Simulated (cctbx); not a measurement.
# What is wrong with this refinement?

Cell a = 7.2450 Å, b = 4.3370 Å, c = 8.4890 Å, α = 90.00°, β = 90.00°, γ = 90.00°; space group Pnma (no. 62).

The data are simulated with cctbx, not measured: Mo Kα, λ = 0.71073 Å, to d = 0.84 Å, 80 % of the full sphere, strongest reflection 40000 counts, noise from counting, a 2 % proportional error and a noise floor of 8 counts (s.d.); no absorption.

An isotropic refinement with weights 1/σ² prints:

```text
Rint 0.020, 267 unique reflections to 0.84 A
cycle     R1     wR2    GooF  max shift (A)
   1  0.1520  0.3532  21.865   0.13694
   5  0.0094  0.0298   1.843   0.00010
final R1 0.0094 wR2 0.0298 GooF 1.843  parameters 12  data/parameter 22.2
atom        x        y        z      Ueq    occ   su(xyz)  su(Uiso or U11)
Tl1    0.13682  0.25000  0.05846   0.0028  1.000  0.00005  0.0001
Ho1    0.03222  0.25000  0.67669   0.0025  1.000  0.00006  0.0001
Co1    0.25438  0.25000  0.37135   0.0035  1.000  0.00017  0.0002
Co2    0.12434  0.75000  0.75789   1.0000  1.000  0.00764  0.0779
difference map: max 0.99 min -1.42 rms 0.31
Q1    0.0973  0.2500  0.9131    4    1.06  1.27 A from Tl1
Q2    0.0778  0.2500  0.5897    4    1.00  0.81 A from Ho1
Q3    0.1638  0.2500  0.8172    4    0.99  1.53 A from Ho1
Q4    0.0913  0.7500  0.9260    4    0.68  1.21 A from Co1
Q5    0.1617  0.6543  0.4941    8    0.66  1.61 A from Tl1
Q6    0.1936  0.0935  0.9426    8    0.66  1.26 A from Tl1
```

**Question.** Can this result stand? If not, what is the likely fault?

Mend it. The fault: spurious atom: Co2. Against the right model at the same level, R1 goes from 0.0069 to 0.0094 and GooF from 0.98 to 1.84 and Co2 takes U = the program's ceiling. A site with no density behind it hides by a very large U or drifts.

The compound is HoTlCo. The right model at the same level gives:

```text
Rint 0.020, 267 unique reflections to 0.84 A
cycle     R1     wR2    GooF  max shift (A)
   1  0.1834  0.3950  24.305   0.07494
   2  0.0069  0.0160   0.985   0.00000
final R1 0.0069 wR2 0.0160 GooF 0.985  parameters 9  data/parameter 29.7
atom        x        y        z      Ueq    occ   su(xyz)  su(Uiso or U11)
Tl1    0.13682  0.25000  0.05846   0.0028  1.000  0.00002  0.0001
Ho1    0.03221  0.25000  0.67669   0.0024  1.000  0.00003  0.0001
Co1    0.25437  0.25000  0.37130   0.0035  1.000  0.00009  0.0001
difference map: max 0.72 min -0.76 rms 0.18
Q1    0.0915  0.7500  0.9208    4    0.74  1.19 A from Co1
Q2    0.0961  0.2500  0.9136    4    0.67  1.26 A from Tl1
Q3    0.1676  0.2500  0.8169    4    0.62  1.54 A from Ho1
Q4    0.0751  0.2500  0.5901    4    0.61  0.80 A from Ho1
Q5    0.0821  0.7500  0.6011    4    0.57  2.07 A from Tl1
Q6    0.2021  0.7500  0.5778    4    0.52  1.18 A from Tl1
```

The model was made for the exercise: a known structure type with other elements put in, its volume estimated, not relaxed; displacement parameters are assumed.

[Middle refinement cycles are left out of these outputs.]

[Logs are printed without paths, hosts, clocks, repeated set-up lines and the standing remarks that a program may print on its own settings, such as how far it seeks lower states.]
